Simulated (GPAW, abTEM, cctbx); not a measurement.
# VCdNi4: the scripts behind a bonding study

Short scripts, each with its output. The start was made by putting kin elements into a known structure type; the compound need not exist, or be stable, in this form.

## Step 1: Relax the structure

```text
cell
1.0
     0.000000000    3.369000000    3.369000000
     3.369000000    0.000000000    3.369000000
     3.369000000    3.369000000    0.000000000
Cd Ni V
1 4 1
Direct
0.750000000 0.750000000 0.750000000
0.620500000 0.126500000 0.126500000
0.126500000 0.126500000 0.126500000
0.126500000 0.620500000 0.126500000
0.126500000 0.126500000 0.620500000
0.500000000 0.500000000 0.500000000
```

```python
from ase.constraints import FixSymmetry
from ase.filters import FrechetCellFilter
from ase.io import read, write
from ase.optimize import BFGS
from ase.parallel import parprint
from gpaw import GPAW, PW, FermiDirac

atoms = read("start.vasp")
atoms.set_initial_magnetic_moments([0, 1.5, 1.5, 1.5, 1.5, 2])
atoms.set_constraint(FixSymmetry(atoms))
atoms.calc = GPAW(mode=PW(570), xc="PBE", kpts={"size": (5, 5, 5), "gamma": True},
                 occupations=FermiDirac(0.1), maxiter=120, symmetry={"tolerance": 1e-5}, txt="relax.txt")
BFGS(FrechetCellFilter(atoms), maxstep=0.15).run(fmax=0.03, steps=40)
parprint("cell  %.4f %.4f %.4f  %.2f %.2f %.2f" % tuple(atoms.cell.cellpar()))
parprint("volume %.3f A^3, largest force %.3f eV/A, largest stress %.2f GPa" % (atoms.get_volume(), abs(atoms.get_forces()).max(), 160.218 * abs(atoms.get_stress()).max()))
atoms.set_constraint()
write("relaxed.vasp", atoms, direct=True)
```

```console
$ OMP_NUM_THREADS=1 mpirun -n 4 gpaw python run.py > gpaw.log
```

```text
      Step        Energy          fmax
BFGS:    0      -38.752682        0.474650
BFGS:    1      -38.762950        0.241011
BFGS:    2      -38.767338        0.079815
BFGS:    3      -38.767633        0.071791
BFGS:    4      -38.768931        0.035160
BFGS:    5      -38.769001        0.011984
cell  4.7780 4.7780 4.7780  60.00 60.00 60.00
volume 77.132 A^3, largest force 0.007 eV/A, largest stress 0.02 GPa
```

Time: 3 min on 4 cores of Arm Neoverse V1 (shared host), peak memory 1.1 GiB.

## Step 2: Build the all-electron density and subtract free atoms

```text
cell
1.0
     0.000000000    3.378579335    3.378579335
     3.378579335    0.000000000    3.378579335
     3.378579335    3.378579335    0.000000000
Cd Ni V
1 4 1
Direct
0.250000000 0.250000000 0.250000000
0.874719100 0.874719100 0.375842700
0.874719100 0.375842700 0.874719100
0.375842700 0.874719100 0.874719100
0.874719100 0.874719100 0.874719100
0.500000000 0.500000000 0.500000000
```

```python
import numpy as np
from ase.io import read
from ase.units import Bohr
from gpaw import GPAW, PW, FermiDirac
from gpaw.calculator import GPAW as OldGPAW
from gpaw.mpi import serial_comm, world
from scipy.special import erfc
from scipy.spatial import cKDTree

atoms = read("cell.vasp")
atoms.set_initial_magnetic_moments([0, 1.5, 1.5, 1.5, 1.5, 2])
atoms.calc = GPAW(mode=PW(450), xc="PBE", kpts={"size": (6, 6, 6), "gamma": True},
                 occupations=FermiDirac(0.1), maxiter=120, symmetry={"tolerance": 1e-5}, txt="scf.txt")
atoms.get_potential_energy()
rho = atoms.calc.get_all_electron_density(gridrefinement=2)
moments = atoms.get_magnetic_moments() if atoms.calc.get_number_of_spins() == 2 else np.zeros(len(atoms))
total = atoms.get_magnetic_moment() if moments.any() else 0.0
if world.rank == 0:
    free = OldGPAW(mode=PW(450), xc="PBE", txt=None, communicator=serial_comm)
    neutral = atoms.copy()
    neutral.set_initial_magnetic_moments(None)
    free.initialize(neutral)
    free.set_positions(neutral)
    drho = rho - free.get_all_electron_density(gridrefinement=2)
    # GPAW starts from confined atoms: exchange their smooth part for that of the datasets' free atoms
    h = np.stack(np.meshgrid(*[np.fft.fftfreq(n, 1 / n) for n in drho.shape], indexing="ij"), -1)
    gabs = np.linalg.norm(h @ atoms.cell.reciprocal(), axis=-1)
    tails = np.fft.fftn(free.get_pseudo_density(gridrefinement=2))
    g, form, v0 = np.linspace(0, gabs.max(), 1500), {}, 0
    for e in set(atoms.symbols):
        idx = atoms.symbols.search(e)
        d = free.setups[idx[0]].data
        r, w = d.rgd.r_g * Bohr, d.rgd.r_g**2 * d.rgd.dr_g
        j0 = np.sinc(2 * g[:, None] * r)
        smooth = sum(f * p**2 for f, p in zip(d.f_j, d.phit_jg)) + np.sqrt(4 * np.pi) * d.nct_g
        full = sum(f * p**2 for f, p in zip(d.f_j, d.phi_jg)) + np.sqrt(4 * np.pi) * d.nc_g
        phase = sum(np.exp(-2j * np.pi * h @ s) for s in atoms.get_scaled_positions()[idx])
        tails -= np.interp(gabs, g, j0 @ (smooth * w)) * phase * drho.size / atoms.get_volume()
        form[e] = j0 @ (full * w)
        v0 += 2 * np.pi / 3 * 14.3996 * (full * w * r**2).sum() * len(idx)  # V A^3
    tails *= 0.5 * erfc((gabs - 1.8) / 0.25)  # the tails differ at long wavelengths alone
    drho += np.fft.ifftn(tails).real  # crystal minus superposed spherical free atoms
    np.save("drho.npy", drho)
    dv = atoms.get_volume() / drho.size
    print("grid", drho.shape, " electrons %.3f" % (rho.sum() * dv), " moved by bonding %.3f e" % (abs(drho).sum() * dv / 2))
    pts = np.indices(drho.shape).reshape(3, -1).T / drho.shape @ atoms.cell
    shifts = (np.indices((3, 3, 3)).reshape(3, -1).T - 1) @ atoms.cell
    images = (atoms.positions[None] + shifts[:, None]).reshape(-1, 3)
    dist, idx = cKDTree(images).query(pts, k=4)
    out = drho.ravel()[dist[:, 0] > 0.5]
    print("deformation density beyond 0.5 A of the nuclei: max %.3f, min %.3f e/A^3" % (out.max(), out.min()))
    tie = dist < dist[:, :1] + 1e-4
    q = -np.bincount((idx % len(atoms))[tie], (drho.ravel()[:, None] / tie.sum(1, keepdims=True) * tie)[tie], len(atoms)) * dv
    print("atom        x       y       z   Voronoi charge  moment")
    for a, s, c, m in zip(atoms, atoms.get_scaled_positions(), q, moments):
        print("%-2s%-3d %7.4f %7.4f %7.4f %10.3f %10.2f" % (a.symbol, a.index + 1, *s, c, m))
    np.savez("free.npz", g=g, **form)
    print("mean inner potential of superposed free atoms %.3f V" % (v0 / atoms.get_volume()))
    print("total magnetic moment %.3f muB" % total)
```

```console
$ OMP_NUM_THREADS=1 mpirun -n 4 gpaw python run.py > gpaw.log
```

```text
grid (48, 48, 48)  electrons 183.000  moved by bonding 0.808 e
deformation density beyond 0.5 A of the nuclei: max 0.158, min -0.099 e/A^3
atom        x       y       z   Voronoi charge  moment
Cd1    0.2500  0.2500  0.2500      0.434       0.00
Ni2    0.8747  0.8747  0.3758     -0.140      -0.06
Ni3    0.8747  0.3758  0.8747     -0.140      -0.06
Ni4    0.3758  0.8747  0.8747     -0.140      -0.06
Ni5    0.8747  0.8747  0.8747     -0.140      -0.06
V 6    0.5000  0.5000  0.5000      0.124       1.10
mean inner potential of superposed free atoms 26.043 V
total magnetic moment 1.035 muB
```

Time: 57 s.

## Step 3: Fourier-transform the difference

```python
from cctbx import adptbx, crystal, miller, xray
from cctbx.eltbx import tiny_pse
import numpy as np

cs = crystal.symmetry(unit_cell=(6.7572, 6.7572, 6.7572, 90, 90, 90), space_group_symbol='Hall: F -4 2 3')  # F-43m
atoms = [  # label, site, U (iso, or U11 U22 U33 U12 U13 U23 in A^2), occupancy
    ("Cd1", (0.25, 0.75, 0.75), 0.0000, 1),
    ("Ni1", (0.12528, 0.12528, 0.87472), 0.0000, 1),
    ("V1", (0.5, 0, 0), 0.0000, 1),
]
xs = xray.structure(crystal_symmetry=cs)
for label, site, u, occ in atoms:
    u = adptbx.u_cif_as_u_star(cs.unit_cell(), u) if isinstance(u, tuple) else u
    xs.add_scatterer(xray.scatterer(label, site=site, u=u, occupancy=occ))
xs.scattering_type_registry(table="wk1995")
drho = np.load("drho.npy")
T = np.array([[-1, 1, 1], [1, -1, 1], [1, 1, -1]])  # conventional axes in terms of the primitive ones
dF = np.fft.ifftn(drho) * 308.52641  # electrons a conventional cell, indexed by primitive hkl
ms = miller.build_set(cs, anomalous_flag=False, d_min=0.9).sort("resolution")
iam = ms.structure_factors_from_scatterers(xs, algorithm="direct").f_calc()
p1 = xs.expand_to_p1()
z = np.array([tiny_pse.table(sc.scattering_type).atomic_number() for sc in p1.scatterers()])
x = np.array(p1.sites_frac())
free = np.load("free.npz")
print("static structure factors of the conventional cell: F in electrons, V (Mott-Bethe) in volts")
print("   h  k  l      d  |F| table  |F| free   |F| DFT   change   |V| free  |V| DFT  change %")
for h, d, table in list(zip(ms.indices(), ms.d_spacings().data(), iam.data()))[:16]:
    df = dF[tuple(np.rint(np.linalg.solve(T, h)).astype(int))]
    phase = np.exp(2j * np.pi * x @ h)
    f = sum(np.interp(1 / d, free["g"], free[sc.scattering_type]) * p for sc, p in zip(p1.scatterers(), phase))
    fz = (z * phase).sum()
    c = 14.3996 * d * d / (np.pi * cs.unit_cell().volume())
    v0, v1 = abs(fz - f) * c, abs(fz - f - df) * c
    print("%4d%3d%3d %7.4f %9.3f %9.3f %9.3f %8.3f %9.3f %8.3f %8s" % (h + (d, abs(table), abs(f), abs(f + df), abs(f + df) - abs(f), v0, v1, "%.1f" % (100 * (v1 / v0 - 1)) if v0 > 0.02 else "-")))
```

```console
$ python run.py
```

```text
static structure factors of the conventional cell: F in electrons, V (Mott-Bethe) in volts
   h  k  l      d  |F| table  |F| free   |F| DFT   change   |V| free  |V| DFT  change %
   1  1  1  3.9013    69.473    69.528    69.474   -0.054     0.881    0.893      1.4
   0  2  0  3.3786    94.610    94.712    94.055   -0.656     1.164    1.275      9.6
   0  2  2  2.3890   220.366   219.882   219.282   -0.600     5.437    5.488      0.9
   1  3  1  2.0374   316.546   315.263   315.099   -0.164     7.129    7.140      0.2
   2  2  2  1.9506   333.004   331.092   331.193    0.101     7.259    7.255     -0.1
   0  4  0  1.6893   110.938   109.433   109.577    0.144     2.313    2.307     -0.3
   1  3  3  1.5502    56.104    55.887    55.975    0.087     0.737    0.734     -0.5
   0  4  2  1.5110    72.880    72.815    72.908    0.093     0.869    0.865     -0.4
   2  4  2  1.3793   170.167   170.071   170.260    0.189     3.220    3.215     -0.2
   3  3  3  1.3004   248.676   248.231   248.316    0.084     4.577    4.575     -0.0
   1  5  1  1.3004   249.374   248.928   249.142    0.214     4.585    4.580     -0.1
   0  4  4  1.1945   396.035   395.578   395.869    0.291     7.131    7.125     -0.1
   1  5  3  1.1422    46.193    46.136    46.353    0.217     0.544    0.539     -0.7
   2  4  4  1.1262    65.140    65.156    65.430    0.274     0.686    0.681     -0.8
   0  6  0  1.1262    61.908    61.929    62.311    0.382     0.628    0.621     -1.1
   0  6  2  1.0684   144.112   144.354   144.493    0.139     2.368    2.365     -0.1
```

Time: 0.36 s on 1 core of Arm Neoverse V1 (shared host), peak memory 0.07 GiB.

## Step 4: Rock the beam across one reflection

```python
import abtem
import numpy as np
from ase.build import make_supercell
from ase.io import read

abtem.config.set({"dask.lazy": False, "fft": "fftw", "diagnostics.progress_bar": False})
M = [[-1, -1, 1], [2, -2, 0], [0, 0, 2]]  # rows: x, y and beam direction in the primitive cell's axes
unit = make_supercell(read("cell.vasp"), M)
unit.set_cell(list(unit.cell.lengths()) + [90, 90, 90], scale_atoms=True)
unit.positions[:, 2] += 0.5973  # keeps atomic planes off the slice boundaries
unit.wrap()
slab = unit * (1, 1, 72)
print(slab.get_chemical_formula(), "| box %.2f x %.2f x %.2f A" % tuple(slab.cell.lengths()))

# change of the potential by bonding, from the DFT deformation density (Poisson's equation term by term)
drho = np.load("drho.npy")
prim = read("cell.vasp")
h = np.stack(np.meshgrid(*[np.fft.fftfreq(n, 1 / n) for n in drho.shape], indexing="ij"), -1).reshape(-1, 3).astype(int)
g2 = ((h @ prim.cell.reciprocal()) ** 2).sum(1)
keep = (g2 > 0) & (g2 < 2.5**2)
shape = (151, 213, 56)
vg = np.zeros(shape, complex)
hm = h[keep] @ np.array(M).T
move = np.exp(-2j * np.pi * hm[:, 2] * (0.5973 / unit.cell[2, 2] - 0.5 / shape[2]))  # the same shift, sampled at mid-points
vg[tuple(hm.T % np.array(shape)[:, None])] = -14.3996 / np.pi * (np.fft.fftn(drho).ravel() / drho.size)[keep] / g2[keep] * move
dV = np.fft.ifftn(vg).real * vg.size
dV = dV.reshape(151, 213, 8, 7).mean(3) * unit.cell[2, 2] / 8  # V A, projected in each slice
dV = np.tile(dV.transpose(2, 0, 1), (72, 1, 1))


def build(atoms):
    p = abtem.Potential(atoms, gpts=(151, 213), slice_thickness=[slab.cell[2, 2] / 576] * 576,
                        parametrization="lobato", projection="infinite", exit_planes=144).build()
    p.array[:] += BONDING * dV
    return p


def potentials():
    yield build(slab)  # atoms at rest


for label, BONDING in (("IAM", 0.0), ("DFT", 1.0)):
    print("=====", label)
    potential = build(slab)
    print("grid", potential.gpts, "slices", potential.num_slices)
    thickness = potential.exit_thicknesses
    h = np.array(M) @ np.linalg.solve(np.array([[-1, 1, 1], [1, -1, 1], [1, 1, -1]]), [1, -1, 1])
    ix, iy = round(h[0]) * 1, round(h[1]) * 1
    gxy = h[:2] / unit.cell.lengths()[:2]
    along = gxy / np.hypot(*gxy)
    across = np.array([-along[1], along[0]])
    bragg = 500 * abtem.PlaneWave(energy=100000).wavelength * np.hypot(*gxy)
    print("Bragg angle %.3f mrad; beam tilted 37 mrad off the zone axis across the row" % bragg)
    print("dark-field intensity of 1 -1 1 against tilt along the row, in Bragg angles")
    print("  t (A)" + "".join("%8.2f" % s for s in [0.2, 0.4, 0.6, 0.8, 1.0, 1.2, 1.4, 1.6, 1.8, 2.0, 2.2, 2.4, 2.6]))
    rows = []
    row = [(n * ix, n * iy) for n in range(-8, 9)]
    for s in [0.2, 0.4, 0.6, 0.8, 1.0, 1.2, 1.4, 1.6, 1.8, 2.0, 2.2, 2.4, 2.6]:
        tilt = -s * bragg * along + 37 * across
        dp = abtem.PlaneWave(energy=100000, tilt=tuple(tilt)).multislice(potential).diffraction_patterns(max_angle="valid").array
        rows.append(dp[:, dp.shape[1] // 2 + ix, dp.shape[2] // 2 + iy])
        if s == 1.0:
            cx, cy = dp.shape[1] // 2, dp.shape[2] // 2
            share = sum(dp[:, cx + i, cy + j] for i, j in row if abs(i) < cx and abs(j) < cy) / dp.sum(axis=(1, 2))
            total = dp.sum(axis=(1, 2))
    for t, a in list(zip(thickness, np.array(rows).T))[1:]:
        print("%7.1f" % t + "".join("%8.4f" % v for v in a))
    print("at the Bragg tilt, share in the row:", share[1:].round(3).tolist(), "total:", total[1:].round(3).tolist())
```

```console
$ python run.py
```

```text
Cd576Ni2304V576 | box 6.76 x 9.56 x 688.04 A
===== IAM
grid (151, 213) slices 576
Bragg angle 4.744 mrad; beam tilted 37 mrad off the zone axis across the row
dark-field intensity of 1 -1 1 against tilt along the row, in Bragg angles
  t (A)    0.20    0.40    0.60    0.80    1.00    1.20    1.40    1.60    1.80    2.00    2.20    2.40    2.60
  172.0  0.0060  0.0101  0.0147  0.0181  0.0197  0.0218  0.0235  0.0277  0.0349  0.0473  0.0621  0.0702  0.0645
  344.0  0.0014  0.0501  0.1000  0.0938  0.0618  0.0263  0.0045  0.0009  0.0003  0.0036  0.0153  0.0104  0.0161
  516.0  0.0390  0.1490  0.0885  0.0451  0.0851  0.0417  0.0117  0.0558  0.0209  0.0434  0.0329  0.0451  0.1491
  688.0  0.0436  0.0760  0.0216  0.0517  0.1156  0.0148  0.0053  0.0042  0.0357  0.0484  0.0201  0.0221  0.0156
at the Bragg tilt, share in the row: [0.38100001215934753, 0.13199999928474426, 0.1340000033378601, 0.14000000059604645] total: [0.9929999709129333, 0.9850000143051147, 0.9670000076293945, 0.9449999928474426]
===== DFT
grid (151, 213) slices 576
Bragg angle 4.744 mrad; beam tilted 37 mrad off the zone axis across the row
dark-field intensity of 1 -1 1 against tilt along the row, in Bragg angles
  t (A)    0.20    0.40    0.60    0.80    1.00    1.20    1.40    1.60    1.80    2.00    2.20    2.40    2.60
  172.0  0.0021  0.0054  0.0088  0.0113  0.0118  0.0123  0.0128  0.0159  0.0223  0.0341  0.0484  0.0573  0.0539
  344.0  0.0018  0.0362  0.0709  0.0644  0.0380  0.0123  0.0006  0.0019  0.0010  0.0033  0.0125  0.0076  0.0146
  516.0  0.0413  0.1354  0.0740  0.0304  0.0573  0.0297  0.0056  0.0449  0.0103  0.0485  0.0267  0.0432  0.1530
  688.0  0.0512  0.0887  0.0238  0.0501  0.1091  0.0098  0.0042  0.0023  0.0263  0.0436  0.0268  0.0295  0.0228
at the Bragg tilt, share in the row: [0.3889999985694885, 0.12099999934434891, 0.11900000274181366, 0.1420000046491623] total: [0.9929999709129333, 0.9850000143051147, 0.9670000076293945, 0.9449999928474426]
```

Time: 1.8 min.

[Outputs are excerpts: Python notices, other lines and further rows are left out; steps that failed or that the build refused (PBEsol, TPSS) are not shown.]

[Logs are printed without paths, hosts, clocks, repeated set-up lines and the standing remarks that a program may print on its own settings, such as how far it seeks lower states.]
